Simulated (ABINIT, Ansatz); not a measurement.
# KTaO3 (Pm-3m): third-order response, part 2 of 3

Wanted: vibrational spectra of KTaO3 (Pm-3m) from linear and non-linear response.

ABINIT 10.8.3; DFT LDA, scalar-relativistic, plane waves, PseudoDojo norm-conserving pseudopotentials.

So far. Step 3 (Relaxation): The volume changes by -3.7 % in this run and stands -3.7 % from the first cell. Step 4 (Self-consistent run for the response): The cell stands at -0.95 GPa: the relaxation ran with a smoothed and higher cutoff and on another k mesh. The relaxed cell has a = 3.939 Å (conventional setting).

### 6. Linear response at Γ

The derivative of the wavefunctions by k comes first, since the response to a field is built on it; then the field and the displacements that symmetry doesn't supply are solved at q = 0. By the 2n+1 theorem the first-order wavefunctions also give third derivatives: Raman tensors and the non-linear susceptibility.

It reads the wavefunctions written in step 4.

The input, dfpt_gamma.abi:

```
ndtset 3

# common to the responses
getwfk_filepath "gso_WFK"
kptopt 2
nqpt 1
qpt 0.0 0.0 0.0
asr 0
chneut 0

# d/dk
rfelfd1 2
rfdir1 1 1 1
iscf1 -3
tolwfr1 1.0d-20

# displacements, field
rfphon2 1
rfatpol2 1 5
rfdir2 1 1 1
rfelfd2 3
getddk2 1
tolvrs2 1.0d-10
prepanl2 1
prtden2 1

# third order
optdriver3 5
getden_filepath3 "gso_DEN"
get1den3 2
get1wf3 2
getddk3 1
d3e_pert1_elfd3 1
d3e_pert1_phon3 1
d3e_pert1_atpol3 1 5
d3e_pert1_dir3 1 1 1
d3e_pert2_elfd3 1
d3e_pert2_dir3 1 1 1
d3e_pert3_elfd3 1
d3e_pert3_dir3 1 1 1
usepead3 1
tolvrs3 1.0d-10

# basis, mesh and filling
ecut 36.0
ngkpt 6 6 6
nshiftk 1
shiftk 0.5 0.5 0.5
istwfk *1
occopt 1
nband 20
nstep 100
diemac 9.0
prtebands 0
prtgsr 0

# cell and atoms
acell 3*1.0 Angstrom
rprim 
    3.938751397 0.0 0.0
    0.0 3.938751397 0.0
    0.0 0.0 3.938751397
ntypat 3
znucl 19 73 8
natom 5
typat 1 2 3 3 3
xred 
    0.5 0.5 0.5
    0.0 0.0 0.0
    0.5 0.0 0.0
    0.0 0.5 0.0
    0.0 0.0 0.5
pp_dirpath "./pseudo"
pseudos "K.upf, Ta.upf, O.upf"
```

Launch:

```console
OMP_NUM_THREADS=1 mpirun -n 16 abinit dfpt_gamma.abi > dfpt_gamma.log
```

Numbers of over 12 decimals in the logs are rounded to 6 here.

dfpt_gamma.abo, the main output file:

```text
[banners, grids, parts of the stress and lines that vanish by symmetry left out]
- input  file    -> dfpt_gamma.abi
- output file    -> dfpt_gamma.abo
- root for input  files -> dfpt_gammai
[...]
DATASET    1 : space group Pm -3 m (#221); Bravais cP (primitive cubic)
[...]
nfft =       91125          nkpt =         108
[...]
DATASET    2 : space group Pm -3 m (#221); Bravais cP (primitive cubic)
[...]
nfft =       91125          nkpt =         108
[...]
DATASET    3 : space group Pm -3 m (#221); Bravais cP (primitive cubic)
[...]
mpw =        4266          nfft =       91125          nkpt =         108
[...]
== DATASET  1 ==================================================================
[...]
cutoff_energies: {ecut:  36.0, pawecutdg:  -1.0, }
[...]
-  8.00000   6.00000  201201                  znucl, zion, pspdat
[...]
Perturbation : derivative vs k along direction   1
[...]
-ETOT  1  -28.657878896093     -2.866E+01 3.459E-01 0.000E+00
 ETOT  2  -28.922109956240     -2.642E-01 2.704E-02 0.000E+00
 ETOT  3  -28.933933676790     -1.182E-02 1.211E-03 0.000E+00
 ETOT  4  -28.934715652554     -7.820E-04 1.484E-04 0.000E+00
 ETOT  5  -28.934779026123     -6.337E-05 9.250E-06 0.000E+00
[...]
At SCF step   22   max residual=  9.98E-21 < tolwfr=  1.00E-20 =>converged.
[...]
Perturbation : derivative vs k along direction   2
[...]
-ETOT  1  -28.655647973249     -2.866E+01 3.134E-01 0.000E+00
[...]
At SCF step   21   max residual=  9.98E-21 < tolwfr=  1.00E-20 =>converged.
[...]
Perturbation : derivative vs k along direction   3
[...]
-ETOT  1  -28.657879035476     -2.866E+01 3.459E-01 0.000E+00
[...]
At SCF step   22   max residual=  9.98E-21 < tolwfr=  1.00E-20 =>converged.
[...]
1        1       0.6952355015   -0.0000000000
     1        2       0.0000000000    0.0000000000
     1        3       0.0000000000    0.0000000000
     2        1       0.0000000000    0.0000000000
     2        2       0.6952355015    0.0000000000
     2        3       0.0000000000    0.0000000000
     3        1       0.0000000000    0.0000000000
     3        2       0.0000000000    0.0000000000
     3        3       0.6952355015   -0.0000000000
[...]
== DATASET  2 ==================================================================
[...]
cutoff_energies: {ecut:  36.0, pawecutdg:  -1.0, }
[...]
Perturbation : displacement of atom   1   along direction   1
[...]
-ETOT  1   4.475975     -1.813E+03 4.889E+00 3.231E+02
[...]
At SCF step   12       vres2   =  1.86E-11 < tolvrs=  1.00E-10 =>converged.
[...]
Perturbation : displacement of atom   2   along direction   1
[...]
-ETOT  1   5.406684     -2.536E+03 1.165E+01 7.685E+02
[...]
At SCF step   13       vres2   =  1.79E-11 < tolvrs=  1.00E-10 =>converged.
[...]
Perturbation : displacement of atom   3   along direction   1
[...]
-ETOT  1   19.816165440474     -3.367E+03 4.884E+00 1.640E+04
[...]
At SCF step   13       vres2   =  4.85E-11 < tolvrs=  1.00E-10 =>converged.
[...]
Perturbation : displacement of atom   3   along direction   2
[...]
-ETOT  1   7.960437     -3.357E+03 1.525E+00 5.864E+03
[...]
At SCF step   12       vres2   =  3.56E-11 < tolvrs=  1.00E-10 =>converged.
[...]
Perturbation : homogeneous electric field along direction   1
[...]
-ETOT  1  -97.378219784484     -9.738E+01 3.955E+00 4.084E+03
[...]
At SCF step   13       vres2   =  4.95E-12 < tolvrs=  1.00E-10 =>converged.
[...]
Perturbation : homogeneous electric field along direction   2
[...]
-ETOT  1  -97.349483652228     -9.735E+01 3.955E+00 4.073E+03
[...]
At SCF step   13       vres2   =  1.01E-11 < tolvrs=  1.00E-10 =>converged.
[...]
Perturbation : homogeneous electric field along direction   3
[...]
-ETOT  1  -97.378220153534     -9.738E+01 3.955E+00 4.084E+03
[...]
ETOT 13  -101.40279068598     -1.084E-11 1.444E-11 1.022E-10
 ETOT 14  -101.40279068598     -9.095E-13 1.100E-12 4.617E-12
 At SCF step   14       vres2   =  4.62E-12 < tolvrs=  1.00E-10 =>converged.
[...]
Dielectric tensor, in cartesian coordinates,
[...]
1    7   1    7         5.3365323362        -0.0000000000
   1    7   2    7        -0.0000000000        -0.0000000000
   1    7   3    7        -0.0000000000        -0.0000000000
   2    7   1    7        -0.0000000000        -0.0000000000
   2    7   2    7         5.3365323362        -0.0000000000
   2    7   3    7        -0.0000000000        -0.0000000000
   3    7   1    7        -0.0000000000        -0.0000000000
   3    7   2    7        -0.0000000000        -0.0000000000
   3    7   3    7         5.3365323362        -0.0000000000
  Effective charges, in cartesian coordinates,
[...]
1    1   1    7         1.1537884055         0.0000000000
   2    1   1    7         0.0000000000         0.0000000000
   3    1   1    7         0.0000000000         0.0000000000
   1    2   1    7         8.6296017252         0.0000000000
   2    2   1    7         0.0000000000         0.0000000000
[...]
Effective charges, in cartesian coordinates,
[...]
2    7   1    5         0.0000000000         0.0000000000
   3    7   1    5         0.0000000000         0.0000000000
   1    7   2    5         0.0000000000         0.0000000000
   2    7   2    5        -1.6788235765         0.0000000000
   3    7   2    5         0.0000000000         0.0000000000
   1    7   3    5         0.0000000000         0.0000000000
   2    7   3    5         0.0000000000         0.0000000000
   3    7   3    5        -6.4037235486         0.0000000000
  Phonon wavevector (reduced coordinates) :  0.00000  0.00000  0.00000
 Phonon energies in Hartree :
[...]
Phonon frequencies in cm-1    :
- -1.361380E+00 -1.361379E+00 -1.361379E+00  1.064543E+02  1.064543E+02
-  1.064543E+02  1.848644E+02  1.848644E+02  1.848644E+02  2.530850E+02
-  2.530850E+02  2.530850E+02  5.546946E+02  5.546946E+02  5.546946E+02
  Phonon at Gamma, with non-analyticity in the
[...]
Phonon energies in Hartree :
[...]
Phonon frequencies in cm-1    :
- -1.361380E+00 -1.361379E+00 -1.360133E+00  1.064543E+02  1.064543E+02
-  1.759528E+02  1.848644E+02  1.848644E+02  2.530850E+02  2.530850E+02
-  2.530850E+02  4.018181E+02  5.546946E+02  5.546946E+02  8.172810E+02
  Phonon at Gamma, with non-analyticity in the
[...]
Phonon energies in Hartree :
[...]
Phonon frequencies in cm-1    :
- -1.361380E+00 -1.361379E+00 -1.360133E+00  1.064543E+02  1.064543E+02
-  1.759528E+02  1.848644E+02  1.848644E+02  2.530850E+02  2.530850E+02
-  2.530850E+02  4.018181E+02  5.546946E+02  5.546946E+02  8.172810E+02
  Phonon at Gamma, with non-analyticity in the
[...]
Phonon energies in Hartree :
[...]
Phonon frequencies in cm-1    :
- -1.361379E+00 -1.361379E+00 -1.360133E+00  1.064543E+02  1.064543E+02
-  1.759528E+02  1.848644E+02  1.848644E+02  2.530850E+02  2.530850E+02
-  2.530850E+02  4.018181E+02  5.546946E+02  5.546946E+02  8.172810E+02
[...]
== DATASET  3 ==================================================================
[...]
cutoff_energies: {ecut:  36.0, pawecutdg:  -1.0, }
[...]
1          1       -0.000000000       -0.000000000       -0.000000000
[...]
1          2       -0.000000000       -0.000000000       -0.000000000
[...]
1          3       -0.000000000       -0.000000000       -0.000000000
[...]
2          1       -0.000000000       -0.000000000       -0.000000000
[...]
2          2       -0.000000000       -0.000000000       -0.000000000
[...]
2          3       -0.000000000       -0.000000000       -0.000000000
[...]
3          1       -0.000000000       -0.000000000       -0.000000000
[...]
3          2       -0.000000000       -0.000000000       -0.000000000
[...]
3          3       -0.000000000       -0.000000000       -0.000000000
[...]
4          1       -0.000000000       -0.000000000       -0.000000000
[...]
4          2       -0.000000000       -0.000000000       -0.000000000
[...]
4          3       -0.000000000       -0.000000000       -0.000000000
[...]
5          1       -0.000000000       -0.000000000       -0.000000000
[...]
5          2       -0.000000000       -0.000000000       -0.000000000
[...]
5          3       -0.000000000       -0.000000000       -0.000000000
[...]
strten2     0.0000000000E+00  0.0000000000E+00  0.0000000000E+00
           strten3     0.0000000000E+00  0.0000000000E+00  0.0000000000E+00
================================================================================
```

Run time: 7.1 min. Hardware: 16 MPI ranks of Arm Neoverse V1, shared host.

Numbers from this step:

```yaml
miss_of_the_charge_sum_rule: 0.02202 e
largest_acoustic_frequency_at_the_zone_centre_before_the_sum_rule: -1.36 cm⁻¹
highest_optical_zone_centre_mode_no_lo_to_term: 554.7 cm⁻¹
lowest_optical_zone_centre_mode: 106.5 cm⁻¹
mean_high_frequency_dielectric_constant: 5.337
largest_born_charge_in_size_third_of_the_trace: 8.630 e
```

Born charge (rows field, columns displacement), before the sum rule (e), principal values of the symmetric part by kind of site:

```csv
atom,atoms with these values,low,middle,high,mean
K1,1,1.15,1.15,1.15,1.15
Ta2,1,8.63,8.63,8.63,8.63
O3,3,-6.40,-1.68,-1.68,-3.25
```

In full for Ta2:

```
8.63 0.00 0.00
0.00 8.63 0.00
0.00 0.00 8.63
```

High-frequency dielectric tensor:

```
5.34 0.00 0.00
0.00 5.34 0.00
0.00 0.00 5.34
```

The acoustic modes at Γ come out as far as 1.4 cm⁻¹ from zero, where they should vanish, a small numerical error; the Born charges miss their sum rule by 0.022 e, which is fair.

### 7. Modes with the sum rule

anaddb reads the merged derivatives, imposes the acoustic sum rule and charge neutrality, and adds the LO-TO term along chosen directions.

The input, anaddb.abi:

```
ddb_filepath "gamma_DDB"
output_file "anaddb.abo"
outdata_prefix "anaddb"
asr 1
chneut 1
enunit 2
eivec 1
nph1l 1
qph1l 0.0 0.0 0.0 1.0
dieflag 1
nph2l 3
qph2l 
    1.0 0.0 0.0 0.0
    0.0 0.0 1.0 0.0
    1.0 1.0 1.0 0.0
nlflag 1
ramansr 1
alphon 1
prtmbm 1
```

The input, mrgddb.in:

```
gamma_DDB
merged
3
dfpt_gammao_DS2_DDB
dfpt_gammao_DS3_DDB
gso_DDB
```

Launch:

```console
mrgddb < mrgddb.in > mrgddb.log
OMP_NUM_THREADS=1 anaddb anaddb.abi > anaddb.log
```

anaddb.abo, the main output file:

```text
[banners, grids, parts of the stress and lines that vanish by symmetry left out]
-outvars_anaddb: echo values of input variables ----------------------

 Flags :
[...]
Dielectric Tensor and Effective Charges
[...]
Effective charge tensors after
[...]
1          1       -0.000000000       -0.000000000       -0.000000000
[...]
1          2       -0.000000000       -0.000000000       -0.000000000
[...]
1          3       -0.000000000       -0.000000000       -0.000000000
[...]
2          1       -0.000000000       -0.000000000       -0.000000000
[...]
2          2       -0.000000000       -0.000000000       -0.000000000
[...]
2          3       -0.000000000       -0.000000000       -0.000000000
[...]
3          1       -0.000000000       -0.000000000       -0.000000000
[...]
3          2       -0.000000000       -0.000000000       -0.000000000
[...]
3          3       -0.000000000       -0.000000000       -0.000000000
[...]
4          1       -0.000000000       -0.000000000       -0.000000000
[...]
4          2       -0.000000000       -0.000000000       -0.000000000
[...]
4          3       -0.000000000       -0.000000000       -0.000000000
[...]
5          1       -0.000000000       -0.000000000       -0.000000000
[...]
5          2       -0.000000000       -0.000000000       -0.000000000
[...]
5          3       -0.000000000       -0.000000000       -0.000000000
[...]
Phonon wavevector (reduced coordinates) :  0.00000  0.00000  0.00000
 Phonon energies in Hartree :
[...]
Phonon energies in meV     :
-  0.000000E+00  0.000000E+00  0.000000E+00  1.320529E+01  1.320529E+01
-  1.320529E+01  2.292109E+01  2.292109E+01  2.292109E+01  3.138749E+01
-  3.138749E+01  3.138749E+01  6.877094E+01  6.877094E+01  6.877094E+01
 Phonon frequencies in cm-1    :
-  0.000000E+00  0.000000E+00  0.000000E+00  1.065078E+02  1.065078E+02
-  1.065078E+02  1.848710E+02  1.848710E+02  1.848710E+02  2.531572E+02
-  2.531572E+02  2.531572E+02  5.546750E+02  5.546750E+02  5.546750E+02
 Phonon frequencies in Thz     :
-  0.000000E+00  0.000000E+00  0.000000E+00  3.193024E+00  3.193024E+00
-  3.193024E+00  5.542295E+00  5.542295E+00  5.542295E+00  7.589461E+00
-  7.589461E+00  7.589461E+00  1.662874E+01  1.662874E+01  1.662874E+01
 Phonon energies in Kelvin  :
-  0.000000E+00  0.000000E+00  0.000000E+00  1.532410E+02  1.532410E+02
-  1.532410E+02  2.659882E+02  2.659882E+02  2.659882E+02  3.642367E+02
-  3.642367E+02  3.642367E+02  7.980536E+02  7.980536E+02  7.980536E+02
[...]
-  1  0.00000000E+00  0.00000000E+00 -1.43059558E-03
-     0.00000000E+00  0.00000000E+00  0.00000000E+00
-  2  0.00000000E+00  0.00000000E+00 -1.43059351E-03
-     0.00000000E+00  0.00000000E+00  0.00000000E+00
-  3  0.00000000E+00  0.00000000E+00 -1.43059796E-03
-     0.00000000E+00  0.00000000E+00  0.00000000E+00
-  4  0.00000000E+00  0.00000000E+00 -1.43059796E-03
-     0.00000000E+00  0.00000000E+00  0.00000000E+00
-  5  0.00000000E+00  0.00000000E+00 -1.43059774E-03
-     0.00000000E+00  0.00000000E+00  0.00000000E+00
[...]
-  1  0.00000000E+00  1.43059558E-03  0.00000000E+00
-     0.00000000E+00  0.00000000E+00  0.00000000E+00
-  2  0.00000000E+00  1.43059351E-03  0.00000000E+00
-     0.00000000E+00  0.00000000E+00  0.00000000E+00
-  3  0.00000000E+00  1.43059796E-03  0.00000000E+00
-     0.00000000E+00  0.00000000E+00  0.00000000E+00
-  4  0.00000000E+00  1.43059774E-03  0.00000000E+00
-     0.00000000E+00  0.00000000E+00  0.00000000E+00
-  5  0.00000000E+00  1.43059796E-03  0.00000000E+00
-     0.00000000E+00  0.00000000E+00  0.00000000E+00
[...]
-  1  1.43059558E-03  0.00000000E+00  0.00000000E+00
-     0.00000000E+00  0.00000000E+00  0.00000000E+00
-  2  1.43059351E-03  0.00000000E+00  0.00000000E+00
-     0.00000000E+00  0.00000000E+00  0.00000000E+00
-  3  1.43059774E-03  0.00000000E+00  0.00000000E+00
-     0.00000000E+00  0.00000000E+00  0.00000000E+00
-  4  1.43059796E-03  0.00000000E+00  0.00000000E+00
-     0.00000000E+00  0.00000000E+00  0.00000000E+00
[...]
-  4  2.12552077E-03  0.00000000E+00  0.00000000E+00
[...]
-  5  2.12552077E-03  0.00000000E+00  0.00000000E+00
[...]
-     1         -0.000000     0.000000     0.000012     0.000012
-     2          0.000000    -0.000012    -0.000000     0.000012
[...]
-    14          0.000000    -4.369078    -0.000000     4.369078
-    15          4.369078     0.000000     0.000000     4.369078
[...]
-   1     Real    0.0000E+00  0.0000E+00  0.0000E+00  0.0000E+00  0.0000E+00  0.0000E+00  0.0000E+00
[...]
-   2     Real    0.0000E+00  0.0000E+00  0.0000E+00  0.0000E+00  0.0000E+00  0.0000E+00  0.0000E+00
[...]
-   3     Real    0.0000E+00  0.0000E+00  0.0000E+00  0.0000E+00  0.0000E+00  0.0000E+00  0.0000E+00
[...]
-   4     Real    0.0000E+00  0.0000E+00  1.0413E-03  0.0000E+00  0.0000E+00  0.0000E+00  1.0413E-03
[...]
-   5     Real    0.0000E+00  1.0413E-03  0.0000E+00  0.0000E+00  0.0000E+00  0.0000E+00  1.0413E-03
[...]
-   6     Real    1.0413E-03  0.0000E+00  0.0000E+00  0.0000E+00  0.0000E+00  0.0000E+00  1.0413E-03
[...]
-   7     Real    0.0000E+00  0.0000E+00  1.5124E-04  0.0000E+00  0.0000E+00  0.0000E+00  1.5124E-04
[...]
-   8     Real    0.0000E+00  1.5124E-04  0.0000E+00  0.0000E+00  0.0000E+00  0.0000E+00  1.5124E-04
[...]
-   9     Real    1.5124E-04  0.0000E+00  0.0000E+00  0.0000E+00  0.0000E+00  0.0000E+00  1.5124E-04
[...]
-  10     Real    0.0000E+00  0.0000E+00  0.0000E+00  0.0000E+00  0.0000E+00  0.0000E+00  0.0000E+00
[...]
-  11     Real    0.0000E+00  0.0000E+00  0.0000E+00  0.0000E+00  0.0000E+00  0.0000E+00  0.0000E+00
[...]
-  12     Real    0.0000E+00  0.0000E+00  0.0000E+00  0.0000E+00  0.0000E+00  0.0000E+00  0.0000E+00
[...]
-  13     Real    0.0000E+00  0.0000E+00  6.5380E-04  0.0000E+00  0.0000E+00  0.0000E+00  6.5380E-04
[...]
-  14     Real    0.0000E+00  6.5380E-04  0.0000E+00  0.0000E+00  0.0000E+00  0.0000E+00  6.5380E-04
[...]
-  15     Real    6.5380E-04  0.0000E+00  0.0000E+00  0.0000E+00  0.0000E+00  0.0000E+00  6.5380E-04
[...]
-         0.000000000       0.000000000       0.000000000
-         0.000000000       0.000000000       0.000000000
-         0.000000000       0.000000000       0.000000000
[...]
-         0.000000000       0.000000000       0.000000000
-         0.000000000       0.000000000       0.000000000
-         0.000000000       0.000000000       0.000000000
[...]
Phonon at Gamma, with non-analyticity in the
[...]
Phonon energies in Hartree :
[...]
Phonon energies in meV     :
-  0.000000E+00  0.000000E+00  0.000000E+00  1.320529E+01  1.320529E+01
-  2.181720E+01  2.292109E+01  2.292109E+01  3.138749E+01  3.138749E+01
-  3.138749E+01  4.985124E+01  6.877094E+01  6.877094E+01  1.013669E+02
 Phonon frequencies in cm-1    :
-  0.000000E+00  0.000000E+00  0.000000E+00  1.065078E+02  1.065078E+02
[...]
Phonon frequencies in Thz     :
[...]
Phonon energies in Kelvin  :
[...]
-  1  0.00000000E+00  0.00000000E+00  1.43059558E-03
[...]
-  2  0.00000000E+00  0.00000000E+00  1.43059351E-03
[...]
-  3  0.00000000E+00  0.00000000E+00  1.43059796E-03
[...]
-  4  0.00000000E+00  0.00000000E+00  1.43059796E-03
[...]
Phonon at Gamma, with non-analyticity in the
[...]
Phonon energies in Hartree :
[...]
Phonon energies in meV     :
[...]
Phonon frequencies in cm-1    :
[...]
Phonon frequencies in Thz     :
[...]
Phonon energies in Kelvin  :
[...]
Phonon at Gamma, with non-analyticity in the
[...]
Phonon energies in Hartree :
[...]
Phonon energies in meV     :
[...]
Phonon frequencies in cm-1    :
[...]
Phonon frequencies in Thz     :
[...]
Phonon energies in Kelvin  :
[...]
-  2.531780E+02  2.659882E+02  2.659882E+02  3.642367E+02  3.642367E+02
-  3.642367E+02  5.784996E+02  7.980536E+02  7.980536E+02  1.176314E+03
[...]
-  4  1.70625241E-03  2.66404944E-03 -5.78451267E-04
[...]
-  5  1.70625241E-03 -1.12780114E-03  1.36639583E-03
[...]
-         0.000000000       0.000000000       0.000000000
-         0.000000000       0.000000000       0.000000000
[...]
Direction                     Dielectric constant
[...]
0.00000   0.00000   1.00000    149.70120653
   1.00000   1.00000   1.00000    149.70120653
-
```

Wall time 1.5 s (1 thread).

This step gave:

| Quantity | Value |
| --- | --- |
| mean static dielectric constant | 149.7 |
| highest mode moved by the LO-TO term | 817.6 cm⁻¹ |

No LO-TO term; unit eigenvectors of the mass-weighted matrix, from anaddb's displacements. Modes at Γ, with each element's share of the kinetic energy:

```
mode  frequency (cm⁻¹)  symmetry  K %  Ta %  O %
   1               0.0  acoustic   15    68   18
   2               0.0  acoustic   15    68   18
   3               0.0  acoustic   15    68   18
   4             106.5       T1u    5    27   68
   5             106.5       T1u    5    27   68
   6             106.5       T1u    5    27   68
   7             184.9       T1u   81     5   14
   8             184.9       T1u   81     5   14
   9             184.9       T1u   81     5   14
  10             253.2       T2u    0     0  100
  11             253.2       T2u    0     0  100
  12             253.2       T2u    0     0  100
  13             554.7       T1u    0     0  100
  14             554.7       T1u    0     0  100
  15             554.7       T1u    0     0  100
```

Displacements in mode 4 (106.5 cm⁻¹), the largest set to 1:
```
K1   0.00  0.00  0.28
Ta2  0.00  0.00 -0.31
O3   0.00  0.00  1.00
O4   0.00  0.00  1.00
O5   0.00  0.00  0.81
```

Displacements in mode 7 (184.9 cm⁻¹), the largest set to 1:
```
K1   0.00  0.00  1.00
Ta2  0.00  0.00 -0.11
O3   0.00  0.00 -0.41
O4   0.00  0.00 -0.41
O5   0.00  0.00 -0.33
```

Trace of the oscillator strength, degenerate modes summed. Lines of the infrared spectrum (strongest = 100):

```csv
position (cm⁻¹),lines merged,"IR intensity, relative"
106,3,100
185,3,15
253,3,0.0
555,3,63
```

Static dielectric tensor (ions relaxed, fixed cell):

```
149.7   0.0   0.0
  0.0 149.7   0.0
  0.0   0.0 149.7
```

The rule moves no optical mode by more than 0.1 cm⁻¹.

(Continued in part 3 of 3.)

[Host names and launcher messages were left out of these logs when they were recorded.]

[Logs are printed without paths, hosts, clocks, repeated set-up lines and the standing remarks that a program may print on its own settings, such as how far it seeks lower states.]

[Hosts, paths, dates, database ids (printed as entryN), source tags and the programs' standing remarks are cut or masked in the printed files.]
